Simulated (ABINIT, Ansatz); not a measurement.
## K2H6Pt (Fm-3m): changed settings of a GW run in ABINIT

What do changed inputs do to GW on K2H6Pt (Fm-3m)?

Main program and level: ABINIT 10.8.3; LDA and many-body steps on it, plane waves.

Report form: the programs' logs are mostly left out.

## 1. The structure

Symmetry: Fm-3m, No. 225, cubic system. The conventional cell has a = 8.120 Å, b = 8.120 Å, c = 8.120 Å, α = 90.00°, β = 90.00°, γ = 90.00°. K has 12 H at 2.90 Å nearest. Nearest to H lie 1 Pt at 1.64 Å and 4 H at 2.32 Å and 4 K at 2.90 Å. Pt has 6 H at 1.64 Å nearest. Farther neighbours are not listed.

The cell and positions are those that the Materials Project relaxed with its own functionals (PBE, PBE+U or r2SCAN), kept fixed. Spin-orbit coupling is left out unless a step names it.

## 2. Screening, 2×2×2 mesh, 109 bands, screening to 114.3 eV

This step: ABINIT 10.8.3; RPA screening on LDA, plane waves, norm-conserving pseudopotentials.

The RPA dielectric matrix is built and inverted for each q.

Input file run.abi:

```
acell 3*1.0 Angstrom
rprim 
  0.000000000000 4.060020550000 4.060020550000
  4.060020550000 0.000000000000 4.060020550000
  4.060020550000 4.060020550000 0.000000000000
ntypat 3
znucl 19 1 78
natom 9
typat 1 1 2 2 2 2 2 2 3
xred 
  0.750000000000 0.750000000000 0.750000000000
  0.250000000000 0.250000000000 0.250000000000
  0.797862200000 0.797862200000 0.202137800000
  0.202137800000 0.797862200000 0.202137800000
  0.797862200000 0.202137800000 0.202137800000
  0.202137800000 0.202137800000 0.797862200000
  0.797862200000 0.202137800000 0.797862200000
  0.202137800000 0.797862200000 0.797862200000
  0.000000000000 0.000000000000 0.000000000000
pp_dirpath "pseudos"
pseudos "K.upf, H.upf, Pt.upf"
ecut 34
ngkpt 2 2 2
nshiftk 1
shiftk 0 0 0
kptopt 1
chksymbreak 0
istwfk *1
occopt 1
irdwfk 1
optdriver 3
nband 109
ecuteps 4.2
inclvkb 2
awtr 1
symchi 1
indata_prefix "in"
outdata_prefix "out"
tmpdata_prefix "tmp"
```

Launch:

```sh
$ OMP_NUM_THREADS=1 mpirun -n 4 abinit run.abi > log
```

It took 19 s on 4 MPI ranks of Arm Neoverse V1, shared host; peak memory 1.5 GiB.

Numbers from this step:

```yaml
eps_infinity_with_local_fields_on_this_mesh_along_the_program_s_q_direction: 3.002
the_same_without_local_fields: 3.868
plasma_frequency: 20.80 eV
plane_waves_in_the_screening_matrix: 339
```

Local fields lower ε∞ by 22 %. On a Γ-centred mesh this coarse the value itself is usually too large, while a short band sum pulls it down.

## 3. Base

The self-energy is evaluated for the states that the input lists, and the levels follow from it, in one-shot runs by the linearised quasiparticle equation.

This step: G0W0 on LDA, plane waves, norm-conserving pseudopotentials.

run.abi, as its differences from that of step 2:

```diff
@@ -30,8 +30,19 @@
 irdwfk 1
-optdriver 3
+optdriver 4
 nband 109
+gwcalctyp 0
+ecutsigx 34
+symsigma 1
+nkptgw 3
+kptgw 
+  0.5000000000 0.0000000000 0.0000000000
+  0.5000000000 0.5000000000 0.0000000000
+  0.0000000000 0.0000000000 0.0000000000
+bdgw 
+  20 23
+  20 23
+  19 24
 ecuteps 4.2
-inclvkb 2
-awtr 1
-symchi 1
+irdscr 1
+ppmodel 1
 indata_prefix "in"
```

The job ended after 14 s (4 MPI ranks; peak memory 1 GiB).

Numbers from this step:

```
G0W0 gap on the points computed              : 6.066 eV
starting gap on the mesh                     : 3.719 eV
k of the valence top                         : 0.5, 0, 0
k of the conduction bottom                   : 0.5, 0.5, 0
Z at the valence top                         : 0.822
Z at the conduction bottom                   : 0.851
least direct G0W0 gap on the computed points : 6.234 eV
```

The gap on the mesh goes from 3.72 eV to 6.07 eV, a correction of +2.35 eV.

## 4. Smaller part of the screening matrix

run.abi, as its differences from that of step 3:

```diff
@@ -44,3 +44,3 @@
   19 24
-ecuteps 4.2
+ecuteps 1.1
 irdscr 1
```

Elapsed: 5.9 s, on 4 MPI ranks; peak memory 0.5 GiB; 23 s of CPU time.

Numbers from this step:

* G0W0 gap on the points computed: 5.962 eV
* starting gap on the mesh: 3.719 eV
* k of the valence top: 0.5, 0, 0
* k of the conduction bottom: 0.5, 0.5, 0
* Z at the valence top: 0.838
* Z at the conduction bottom: 0.857
* least direct G0W0 gap on the computed points: 6.133 eV

## 5. Exchange cutoff of one hartree

run.abi, as its differences from that of step 4:

```diff
@@ -33,3 +33,3 @@
 gwcalctyp 0
-ecutsigx 34
+ecutsigx 1
 symsigma 1
@@ -44,3 +44,3 @@
   19 24
-ecuteps 1.1
+ecuteps 4.2
 irdscr 1
```

It took 4.7 s on 4 MPI ranks; peak memory 0.62 GiB.

The run ended normally, though the input holds a fault or crude settings.

The fault put into this input: exchange cutoff of one hartree. It printed a gap of 6.58 eV, an artefact of the input.

## 6. Side by side

Times are wall times on 4 MPI ranks of Arm Neoverse V1, shared host, good to a factor of about two. A run's time includes the screening step that it read.

| run | mesh | bands | screening cutoff (eV) | DFT gap (eV) | gap on the mesh (eV) | direct (eV) | ε∞ used | time |
| --- | --- | --- | --- | --- | --- | --- | --- | --- |
| base | 2×2×2 | 109 | 114.3 | 3.719 | 6.066 | 6.234 | 3.00 | 34 s |
| smaller part of the screening matrix | 2×2×2 | 109 | 29.9 | 3.719 | 5.962 | 6.133 | 3.00 | 25 s |

## 7. Results

* base: 6.066 eV
* smaller part of the screening matrix: 5.962 eV
* known limits: not at the basis limit; no spin polarisation; d states lean on the start; no spin-orbit coupling; coarse k mesh

**Reading.** Smaller part of the screening matrix: −0.104 eV against base (keys changed: ecuteps). Bands and cutoff are finite, so the gap is not at the basis limit. The miss can reach some tenths of an eV and take either sign; the mesh is an error of its own. The 2×2×2 mesh is coarse for this cell, which bears on the long-range parts of exchange and screening. The runs have no spin polarisation. For a closed low-spin shell that is the natural state; where a d or f shell is open it is a constraint, and the gap is then not the crystal's own. With d states at the gap, one-shot GW leans hard on its start. The many-body steps are scalar-relativistic: spin-orbit coupling is not in them.

[Paths, hosts, dates, memory and timing lines, banners, echoed tables and standing remarks are left out of the program output.]

[Logs are printed without paths, hosts, clocks, repeated set-up lines and the standing remarks that a program may print on its own settings, such as how far it seeks lower states.]

[Runs of the session that timed out or met a known fault of the program may be left out.]

[Hosts, paths, dates, database ids (printed as entryN), source tags and the programs' standing remarks are cut or masked in the printed files.]

[G0W0 gaps are taken among the corrected bands and points alone; a level outside them can change the order at an edge.]

[Where Ansatz stands beside ABINIT at settings called matched, ABINIT's density can come from a denser mesh and the files from another edition; pairs whose starting gaps differed by over 0.03 eV were left out, so agreement reads better than it is.]
